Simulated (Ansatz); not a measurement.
# K on W(110): change of the work function, part 3 of 3

Wanted: Δφ(θ) for K/W(110), starting from the hollow site.

Ansatz 0.2.0; plane-wave DFT, PBE, Ansatz PAW.

So far, work function, upper face (eV): step 2 (the clean slab) 4.84; step 3 (37 atoms, coverage 0.111 ML, cell 3x3) 2.16.

### 4. Adsorbate added, k-mesh 6×6×1, coverage 0.25 ML

System of this step: KW16 (K/W(110)). The cell holds 17 atoms: 16 W and 1 K. Its edges and angles: a = 5.473 Å, b = 5.473 Å, c = 28.138 Å, α = 90.0°, β = 90.0°, γ = 70.5°. Vacuum lies along c.

Another coverage, to see how the dipoles act on each other as their distance changes.

input.yaml

```yaml
crystal:
  lattice:
    - [4.468914857, -3.16, 0.0]
    - [4.468914857, 3.16, 0.0]
    - [0.0, 0.0, 28.1377360034]
  atoms:
    - { symbol: W, position: [0.0, 0.0, 0.3198551582] }
    - { symbol: W, position: [0.25, 0.25, 0.3992665731] }
    - { symbol: W, position: [0.0, 0.0, 0.4800241459] }
    - { symbol: W, position: [0.25, 0.25, 0.5579326488] }
    - { symbol: W, position: [0.0, 0.5, 0.3198551582] }
    - { symbol: W, position: [0.25, 0.75, 0.3992665731] }
    - { symbol: W, position: [0.0, 0.5, 0.4800241459] }
    - { symbol: W, position: [0.25, 0.75, 0.5579326488] }
    - { symbol: W, position: [0.5, 0.0, 0.3198551582] }
    - { symbol: W, position: [0.75, 0.25, 0.3992665731] }
    - { symbol: W, position: [0.5, 0.0, 0.4800241459] }
    - { symbol: W, position: [0.75, 0.25, 0.5579326488] }
    - { symbol: W, position: [0.5, 0.5, 0.3198551582] }
    - { symbol: W, position: [0.75, 0.75, 0.3992665731] }
    - { symbol: W, position: [0.5, 0.5, 0.4800241459] }
    - { symbol: W, position: [0.75, 0.75, 0.5579326488] }
    - { symbol: K, position: [0.42, 0.42, 0.6801448418] }
kpoints:
  mp_grid: { grid: [6, 6, 1] }
hamiltonian:
  xc: pbe
scf:
  occupations: { method: fermi_dirac, width: 0.1 }
  convergence: { dr2_threshold: 1.0e-08 }
efield:
  axis: 3
  dipole_correction: true
  ramp_position: 0.97
  ramp_width: 0.06
relax:
  f_tol: 0.02
  max_steps: 60
  constraints: [{ sites: [0, 1, 4, 5, 8, 9, 12, 13] }]
output:
  dos: { projected: true, e_range: [-8, 4] }
  write_potential: true
  write_density: true
  volumetric_format: npy
  elf: true
```

Command:

```sh
$ ansatz run input.yaml --threads 4 --pin off --max-ram 16384MiB --backend cpu --events-out ev --progress --plain --runs-dir out
```

Standard output:

```text
[...]
Crystal: 17 atoms, lattice volume = 794.709 Å³
Basis set: ecut = 420 eV, 15543 PW (Γ), exchange–correlation on 80×80×384 points (8 copies of the dense FFT grid, shifted against one another)
Bands: 140, of which v1, the nominal top of the filled ones, is band 117 counted from 1 (116 counted from 0)
Symmetry: 2 space group operations
[...]
k-points: 13 of 36 (time reversal used)
[...]
SCF iter   1: F=—  HF=-167685.491191 eV  |F-HF|=—  |Δ(HF+E_count)|=         —  Δρ=1.17e-2  dr2=4.71e1  ethr=1.77e-3  p=0.716 e·Å  D=1.63e-1 V/Å  ΔV_dip=-4.59 eV  dr2_dipole=3.97e1  V_vac-E_F(+/−)=0.81/5.39 eV  ⟨swp⟩=10.4  Hψ=9555  notcnv=0
[...]
SCF iter  12: F=-167684.518853 eV  HF=-167684.518853 eV  |F-HF|=5.82e-11  |Δ(HF+E_count)|=   3.67e-9  Δρ=3.01e-7  dr2=2.73e-9  ethr=4.29e-12  p=0.465 e·Å  D=1.06e-1 V/Å  ΔV_dip=-2.98 eV  dr2_dipole=1.03e-9  V_vac-E_F(+/−)=1.93/4.91 eV  ⟨swp⟩=13.1  Hψ=13680  notcnv=0
SCF 1 converged in 12 iterations: F = -167684.518853 eV  dr2 = 2.73e-9
[...]
relax step   1: F+E_penalty+E_count = -167684.51885307 eV  Δ(F+E_penalty+E_count) = +0.000e0 eV  max|allowed force component| = 4.377e-1 eV/Å  Δτ_max = 0.0000 Å  (12 SCF iters, accepted)
[...]
SCF iter  10: F=-167684.533602 eV  HF=-167684.533602 eV  |F-HF|=2.18e-9  |Δ(HF+E_count)|=   9.60e-9  Δρ=5.25e-7  dr2=6.92e-9  ethr=4.29e-12  p=0.477 e·Å  D=1.09e-1 V/Å  ΔV_dip=-3.06 eV  dr2_dipole=3.50e-10  V_vac-E_F(+/−)=1.85/4.90 eV  ⟨swp⟩=12.7  Hψ=13940  notcnv=0
SCF 2 converged in 10 iterations: F = -167684.533602 eV  dr2 = 6.92e-9
[...]
relax step   2: F+E_penalty+E_count = -167684.53360182 eV  Δ(F+E_penalty+E_count) = -1.475e-2 eV  max|allowed force component| = 4.593e-1 eV/Å  Δτ_max = 0.0742 Å  (10 SCF iters, accepted)
SCF iter   1: F=—  HF=-167684.614604 eV  |F-HF|=—  |Δ(HF+E_count)|=         —  Δρ=1.84e-3  dr2=2.20e-1  ethr=1.15e-3  p=0.477 e·Å  D=1.09e-1 V/Å  ΔV_dip=-3.06 eV  dr2_dipole=1.40e-2  V_vac-E_F(+/−)=1.86/4.92 eV  ⟨swp⟩=4.4  Hψ=3617  notcnv=0
[...]
SCF iter  10: F=-167684.605465 eV  HF=-167684.605465 eV  |F-HF|=1.48e-9  |Δ(HF+E_count)|=   5.56e-9  Δρ=4.84e-7  dr2=4.94e-9  ethr=4.29e-12  p=0.504 e·Å  D=1.15e-1 V/Å  ΔV_dip=-3.23 eV  dr2_dipole=7.46e-10  V_vac-E_F(+/−)=1.68/4.90 eV  ⟨swp⟩=9.2  Hψ=14333  notcnv=0
SCF 3 converged in 10 iterations: F = -167684.605465 eV  dr2 = 4.94e-9
relax step   3: F+E_penalty+E_count = -167684.60546521 eV  Δ(F+E_penalty+E_count) = -7.186e-2 eV  max|allowed force component| = 1.348e-1 eV/Å  Δτ_max = 0.1949 Å  (10 SCF iters, accepted)
[...]
relax step   4: F+E_penalty+E_count = -167684.61005114 eV  Δ(F+E_penalty+E_count) = -4.586e-3 eV  max|allowed force component| = 5.122e-2 eV/Å  Δτ_max = 0.0918 Å  (9 SCF iters, accepted)
[...]
relax step   5: F+E_penalty+E_count = -167684.61354645 eV  Δ(F+E_penalty+E_count) = -3.495e-3 eV  max|allowed force component| = 2.906e-2 eV/Å  Δτ_max = 0.1026 Å  (9 SCF iters, accepted)
[...]
relax step   6: F+E_penalty+E_count = -167684.61823958 eV  Δ(F+E_penalty+E_count) = -4.693e-3 eV  max|allowed force component| = 1.897e-2 eV/Å  Δτ_max = 0.2000 Å  (8 SCF iters, accepted)
[...]
relax step   7: F+E_penalty+E_count = -167684.62122540 eV  Δ(F+E_penalty+E_count) = -2.986e-3 eV  max|allowed force component| = 1.066e-2 eV/Å  Δτ_max = 0.1964 Å  (8 SCF iters, accepted)
[...]
relax step   8: F+E_penalty+E_count = -167684.62214338 eV  Δ(F+E_penalty+E_count) = -9.180e-4 eV  max|allowed force component| = 1.558e-2 eV/Å  Δτ_max = 0.1950 Å  (8 SCF iters, accepted)
[...]
relax step   9: F+E_penalty+E_count = -167684.62159315 eV  Δ(F+E_penalty+E_count) = +5.502e-4 eV  max|allowed force component| = 3.923e-2 eV/Å  Δτ_max = 0.0703 Å  (7 SCF iters, rejected (line search))
SCF iter   1: F=—  HF=-167684.621548 eV  |F-HF|=—  |Δ(HF+E_count)|=         —  Δρ=5.68e-4  dr2=2.25e-3  ethr=1.13e-5  p=0.514 e·Å  D=1.17e-1 V/Å  ΔV_dip=-3.29 eV  dr2_dipole=5.02e-4  V_vac-E_F(+/−)=1.61/4.90 eV  ⟨swp⟩=4.4  Hψ=3890  notcnv=0
[...]
SCF iter   8: F=-167684.622302 eV  HF=-167684.622302 eV  |F-HF|=2.91e-11  |Δ(HF+E_count)|=  5.82e-11  Δρ=2.78e-7  dr2=1.53e-9  ethr=4.29e-12  p=0.514 e·Å  D=1.17e-1 V/Å  ΔV_dip=-3.29 eV  dr2_dipole=2.52e-14  V_vac-E_F(+/−)=1.61/4.90 eV  ⟨swp⟩=9.2  Hψ=13505  notcnv=0
SCF 10 converged in 8 iterations: F = -167684.622302 eV  dr2 = 1.53e-9
relax step  10: F+E_penalty+E_count = -167684.62230201 eV  Δ(F+E_penalty+E_count) = -1.586e-4 eV  max|allowed force component| = 6.424e-3 eV/Å  Δτ_max = 0.0078 Å  (8 SCF iters, accepted)
[...]
SCF converged after 8 iterations
Free energy (F): -167684.622302 eV
[...]
Internal energy: -167684.201770 eV  (E = F + TS)
E sigma→0 (E₀):  -167684.412036 eV
Entropy (-TS):   -0.420532 eV (-24.737 meV/atom)
Fermi energy:    5.478903 eV
Dipole field:    D = 0.116972 V/Å  (p = 0.513720 e·Å, saw-weighted, corrected)
Work function:   Φ+ = 1.6111 eV   Φ− = 4.9025 eV
[...]
--- Forces (eV/Å), atoms counted from 1 ---
  atom   1  W      0.00008391     0.00000000     0.36505756
  atom   2  W      0.00136529     0.00000000    -0.34629503
  atom   3  W      0.00341282     0.00000000     0.00030906
  atom   4  W     -0.00410648     0.00000000    -0.00054003
  atom   5  W      0.00012855    -0.00006167     0.36103081
  atom   6  W     -0.00023330    -0.01964188    -0.37628808
  atom   7  W      0.00537165    -0.00268860    -0.00272278
  atom   8  W     -0.00432058    -0.00119497    -0.00066204
  atom   9  W      0.00012855     0.00006167     0.36103081
  atom  10  W     -0.00023330     0.01964188    -0.37628808
  atom  11  W      0.00537165     0.00268860    -0.00272278
  atom  12  W     -0.00432058     0.00119497    -0.00066204
  atom  13  W      0.00017898     0.00000000     0.36682586
  atom  14  W     -0.00174541     0.00000000    -0.34632319
  atom  15  W      0.00511283     0.00000000    -0.00211324
  atom  16  W     -0.00642404     0.00000000     0.00452856
  atom  17  K      0.00022958     0.00000000    -0.00418568
  max |Σ_I F_I| component: 2.03e-5 eV/Å
--- Band table (eV; the first three rows and the last of 13) ---
  k-point 0: bands = [... 113 lower, 6.0363, 6.0404, 6.0557, 6.1689, 6.1908, 6.3391, 6.5359, 6.6118, ... 19 higher]
  k-point 1: bands = [... 113 lower, 5.4948, 5.6708, 5.7514, 5.8277, 5.9448, 6.5199, 6.5927, 6.6707, ... 19 higher]
  k-point 2: bands = [... 113 lower, 4.9802, 5.0517, 5.4091, 5.4415, 5.7046, 5.9316, 6.0918, 6.1731, ... 19 higher]
  k-point 12: bands = [... 113 lower, 4.6973, 4.7107, 4.7764, 4.9291, 4.9414, 5.0867, 5.1059, 5.5480, ... 19 higher]
--- Relaxed structure (10 steps of the walk, 9 accepted, 0 SCFs on fresh bases) ---
  F+E_penalty+E_count = -167684.62230201 eV   max|allowed force component| = 6.424e-3 eV/Å
  atoms:
    - { symbol: W, position: [0.0, 0.0, 0.3198551582] }
    - { symbol: W, position: [0.250000, 0.250000, 0.3992665731] }
    - { symbol: W, position: [1.812052e-5, 1.812052e-5, 0.479704] }
    - { symbol: W, position: [0.250846, 0.250846, 0.558704] }
    - { symbol: W, position: [0.0, 0.500000, 0.3198551582] }
    - { symbol: W, position: [0.250000, 0.750000, 0.3992665731] }
    - { symbol: W, position: [-1.708937e-5, 0.500019, 0.479836] }
    - { symbol: W, position: [0.248215, 0.752125, 0.557842] }
    - { symbol: W, position: [0.500000, 0.0, 0.3198551582] }
    - { symbol: W, position: [0.750000, 0.250000, 0.3992665731] }
    - { symbol: W, position: [0.500019, -1.708937e-5, 0.479836] }
    - { symbol: W, position: [0.752125, 0.248215, 0.557842] }
    - { symbol: W, position: [0.500000, 0.500000, 0.3198551582] }
    - { symbol: W, position: [0.750000, 0.750000, 0.3992665731] }
    - { symbol: W, position: [0.499991, 0.499991, 0.479845] }
    - { symbol: W, position: [0.749511, 0.749511, 0.558688] }
    - { symbol: K, position: [0.500054, 0.500054, 0.667973] }
```

Elapsed: 8.6 min, on 4 threads of Arm Neoverse V1, shared host; peak memory 3.2 GiB; 33 min of CPU time.

Step by step:

```
step  energy less that of the first step (eV)  largest force component (eV/Å)
   1                                   0.0000                          0.4377
   2                                  -0.0147                          0.4593
   3                                  -0.0866                          0.1348
   4                                  -0.0912                          0.0512
   5                                  -0.0947                          0.0291
   6                                  -0.0994                          0.0190
   7                                  -0.1024                          0.0107
   8                                  -0.1033                          0.0156
   9                                  -0.1027                          0.0392
  10                                  -0.1034                          0.0064
```

Relaxation step 9 was tried and not accepted.

The run keeps the 2 symmetry operations that the program found, so distortions that break them were not tested.

The atoms that moved most (Å):

```
atom      dx      dy      dz  length
 K17   0.716   0.000  -0.342   0.793
  W4   0.008   0.000   0.022   0.023
 W16  -0.004   0.000   0.021   0.022
  W8   0.002   0.012  -0.003   0.013
 W12   0.002  -0.012  -0.003   0.013
  W3   0.000   0.000  -0.009   0.009
  W7   0.000   0.000  -0.005   0.005
 W11   0.000   0.000  -0.005   0.005
```

The relaxed structure:

```xyz
17
Lattice="4.4689 -3.1600 0.0000 4.4689 3.1600 0.0000 0.0000 0.0000 28.1377" Properties=species:S:1:pos:R:3
W     0.0000    0.0000    9.0000
W     2.2345    0.0000   11.2345
W     0.0002    0.0000   13.4978
W     2.2420    0.0000   15.7207
W     2.2345    1.5800    9.0000
W     4.4689    1.5800   11.2345
W     2.2345    1.5801   13.5015
W     4.4704    1.5924   15.6964
W     2.2345   -1.5800    9.0000
W     4.4689   -1.5800   11.2345
W     2.2345   -1.5801   13.5015
W     4.4704   -1.5924   15.6964
W     4.4689    0.0000    9.0000
W     6.7034    0.0000   11.2345
W     4.4688    0.0000   13.5018
W     6.6990    0.0000   15.7202
K     4.4694    0.0000   18.7953
```

This step gave:

```yaml
energy_at_zero_smearing: -167684.4120 eV
work_function_upper_face: 1.611 eV
work_function_lower_face: 4.903 eV
dipole_along_the_normal: 0.5137 e·Å
step_between_the_vacuum_levels: -3.291 eV
```

Running mean over 2.234 Å of the planar mean; the ramp of the sawtooth is left out. The electron's electrostatic potential energy less the Fermi level by z:

z (Å), electron's electrostatic potential energy less the Fermi level (eV) and a bar from the least value:
```
        4        4.9 ##############################
        5        4.9 ##############################
        6        4.8 ##############################
        7        3.3 ###########################
        8       -5.7 ############
        9      -12.2 #
       10      -12.6 
       11      -12.7 
       12      -12.5 #
       13      -12.6 
       14      -12.8 
       15      -12.7 
       16      -11.5 ##
       17       -3.1 #################
       18        0.6 #######################
       19       -0.6 #####################
       20        0.2 ######################
       21        1.3 ########################
       22        1.5 ########################
       23        1.6 ########################
       24        1.6 ########################
       25        1.6 ########################
```

The density of states has structure finer than the step of the table below, so its rows give means over 0.25 eV. Peaks (eV: height): -3.130: 43.5, -2.950: 27.6, -2.740: 27.3, -2.590: 27.1, -2.290: 26.1, -2.020: 32.4, -1.470: 26.2.

Density of states against energy, zero at the Fermi level; means over each step:

energy (eV), density of states (states/eV a cell) and a bar:
```
    -7.75        0.9 
    -7.50        1.9 #
    -7.25        2.0 #
    -7.00        2.3 ##
    -6.75        2.1 ##
    -6.50        1.7 #
    -6.25        4.4 ####
    -6.00        5.6 ######
    -5.75       11.2 #############
    -5.50        8.3 ##########
    -5.25       11.0 #############
    -5.00       11.5 ##############
    -4.75       14.0 #################
    -4.50       20.2 #########################
    -4.25       12.9 ################
    -4.00       12.6 ###############
    -3.75        8.3 ##########
    -3.50        8.6 ##########
    -3.25       21.8 ###########################
    -3.00       23.9 ##############################
    -2.75       22.3 ############################
    -2.50       20.5 #########################
    -2.25       19.7 ########################
    -2.00       23.0 #############################
    -1.75       21.9 ###########################
    -1.50       22.6 ############################
    -1.25       14.4 ##################
    -1.00       14.3 #################
    -0.75       10.7 #############
    -0.50       13.6 ################
    -0.25        9.9 ############
     0.00       13.5 ################
     0.25       13.3 ################
     0.50       15.2 ###################
     0.75       14.4 #################
     1.00       18.2 ######################
     1.25       20.0 #########################
     1.50       20.8 ##########################
```

Projected DOS per atom over height of the atomic layer and energy from the Fermi level. Layers: W4 W4 W4 W4 K from below.

Values in states/eV, 22 rows by 5 columns, each cell a mean:
```
1.10 1.24 1.24 1.03 0.34
1.15 1.01 1.00 1.14 0.52
1.01 0.62 0.59 0.95 0.59
0.94 0.49 0.51 0.96 0.61
0.81 0.43 0.43 0.85 0.28
1.03 0.39 0.44 0.89 0.22
1.23 0.49 0.49 1.09 0.26
1.70 0.89 0.90 1.67 0.33
1.41 1.07 1.06 1.64 0.22
1.35 1.17 1.14 1.38 0.05
1.29 1.52 1.48 1.31 0.02
0.71 1.37 1.41 0.79 0.00
0.57 0.64 0.63 0.58 0.00
0.76 0.85 0.82 0.73 0.01
0.85 1.23 1.23 0.89 0.01
0.47 0.91 0.94 0.49 0.02
0.39 0.84 0.85 0.40 0.01
0.28 0.48 0.50 0.29 0.01
0.10 0.20 0.20 0.11 0.00
0.11 0.17 0.17 0.12 0.01
0.09 0.16 0.16 0.09 0.00
0.03 0.09 0.10 0.03 0.00
```
Columns: height of the atomic layer (Å) from 9 to 18.8 (not evenly spaced); rows upwards: energy from the Fermi level (eV) from -7.96 to 1.75.

ELF in the ca plane at fractional y = 0.500, with atoms of W and K within 0.2 Å of it. It is the smooth field of the valence electrons, not physical close to the nuclei.

Ten even steps from '0' (0.00) to '9' (0.87), each cell a mean:
```
66345445437547435444555432110011111100000000
74344334424775244444555421000000111100000000
33454344543343344445565310000000011110000000
34554444554434454445565201221000001110000000
33454344543343344445563015776200001111000000
74344334424775244444552159999620001111000000
66345445437547435444551289899830001111000000
47345445437327535444541289789830001111000000
75344334425777334444551179999720001111000000
53354334432553244444553037997410001111000000
33454444553333454445564102443100001110000000
33454444543333454445565200000000011110000000
53354334433553244444555420000000011100000000
75344334426777334434555432100001111100000000
47345445437317535444555432111111111100000000
```
Columns run along c (16.0 Å, from fractional 0.33 to 0.90 of the cell), rows up along a (5.5 Å). Atoms in or near the plane, at fractional coordinates: W at (0.48, 0.00), W at (0.48, 0.50), K at (0.67, 0.50).

Valence density in the ca plane at fractional y = 0.500, with atoms of W and K within 0.2 Å of it. It is the smooth field of the valence electrons, not physical close to the nuclei.

Ten steps, logarithmic in the rise over the least value, from '0' (0.0 e/Å³) to '9' (5.1 e/Å³), each cell a mean:
```
98544444458999744433321100000000000000000000
86444444446887544444321100000000000000000000
54444444444565444444321100000000000000000000
44444444444444444444322111211000000000000000
64444444444665444444322124543100000000000000
86444444446897544444322247876310000000000000
98544444458999744433322368997420000000000000
99644334469999744433322368998520000000000000
97544444457998644443322258887410000000000000
75444444445776444444322235664200000000000000
54444444444554444444322112332100000000000000
54444444444554444444322111100000000000000000
75444444445776444444321100000000000000000000
98544444458998644443321100000000000000000000
99644334469999744433321100000000000000000000
```
Columns run along c (16.0 Å, from fractional 0.33 to 0.90 of the cell), rows up along a (5.5 Å). Atoms in or near the plane, at fractional coordinates: W at (0.48, 0.00), W at (0.48, 0.50), K at (0.67, 0.50).

Electrostatic potential energy in the ca plane at fractional y = 0.500, with atoms of W and K within 0.2 Å of it. With pseudopotentials it is smooth inside the atoms' cores, unlike the true potential.

Ten even steps from '0' (-51 eV) to '9' (9 eV), each cell a mean:
```
02699999862000589999999999999999999999999999
25899889985214799999999999999999999999999999
78999889998767899889999999999999999999999999
89999889999888999889999999999999999999999999
68999889998667899889999998788999999999999999
25899889985213799999999985446899999999999999
02699999862000589999999962114799999999999999
01689999861000489999999862013799999999999999
03799999973002689999999974225899999999999999
57899889987446899999999987668899999999999999
88999889998888999889999999889999999999999999
88999889998888999889999999999999999999999999
47899889986446899989999999999999999999999999
03799999973002689999999999999999999999999999
01689999861000489999999999999999999999999999
```
Columns run along c (16.0 Å, from fractional 0.33 to 0.90 of the cell; values clipped at the 3rd and 97th percentile), rows up along a (5.5 Å). Atoms in or near the plane, at fractional coordinates: W at (0.48, 0.00), W at (0.48, 0.50), K at (0.67, 0.50).

The relaxation took 10 steps and lowered the energy by 0.10 eV; the largest force on the free atoms ends at 0.0064 eV/Å.

By hand: a sheet of dipoles makes a step −p/(ε₀A) in the electron's potential. With e/ε₀ = 180.95 V·Å, p = 0.5137 e·Å and A = 28.24 Å², that is −180.95 × (0.5137) / 28.24 = -3.291 eV, and the two vacuum levels of the run differ by -3.291 eV.

The covered face has 1.61 eV, -3.23 eV against the clean one; the bare back face has moved by +0.00 eV, a measure of how thin the slab is.

### 5. Work function against coverage

This step: plane-wave DFT, PBE, Ansatz PAW; work function against coverage (Ansatz 0.2.0).

The runs are now put side by side.

This step gave:

```
work function of the clean face     : 4.845 eV
largest change of the work function : -3.234 eV
```

The work function of the covered face by coverage:

```
coverage (adsorbates/nm²)  work function of the covered face (eV)
                     0.00                                    4.84
                     1.57                                    2.16
                     3.54                                    1.61
```

The dipole per adsorbate comes from the change of the cell's dipole. Coverage, by row:

```
coverage (1/nm²)  coverage (ML)  work function (eV)  change (eV)  dipole per adsorbate, positive end outwards (debye)  mean height of the added atoms over the highest substrate atom (Å)
           1.573         0.1111               2.159       -2.686                                                4.511                                                               3.106
           3.541           0.25               1.611       -3.234                                                2.427                                                               3.075
```

### 6. Results

| Item | Value |
| --- | --- |
| work function of the clean face | 4.84 eV |
| work function at 0.11 ML | 2.16 eV |
| work function at 0.25 ML | 1.61 eV |
| dipole per adsorbate at 0.11 ML, positive end outwards | 4.51 D |

**Reading.** K lowers the work function of W(110) at the lowest coverage, by 2.69 eV: the adsorbate layer has its positive end outwards. The slab has 4 layers, at the tabulated experimental lattice constant, one starting site was run, and quantum-size effects of a slab this thin can reach one or two tenths of an eV.

[Long decimals in the printed logs are rounded to 6 places.]

[Logs are printed without paths, hosts, clocks, repeated set-up lines and the standing remarks that a program may print on its own settings, such as how far it seeks lower states.]

[Hosts, paths, dates, database ids (printed as entryN), source tags and the programs' standing remarks are cut or masked in the printed files.]

[Maps of the electrostatic potential energy from Ansatz leave out the sawtooth potential of an applied field or a dipole correction, so their vacuum need not be flat; planar profiles and work functions include it.]

[The density of states shown here was stored with 400 of the rows of the run's finer table, so its peaks can read low, often by over a quarter, or be missed, and its means over a window can be off by a tenth or more.]
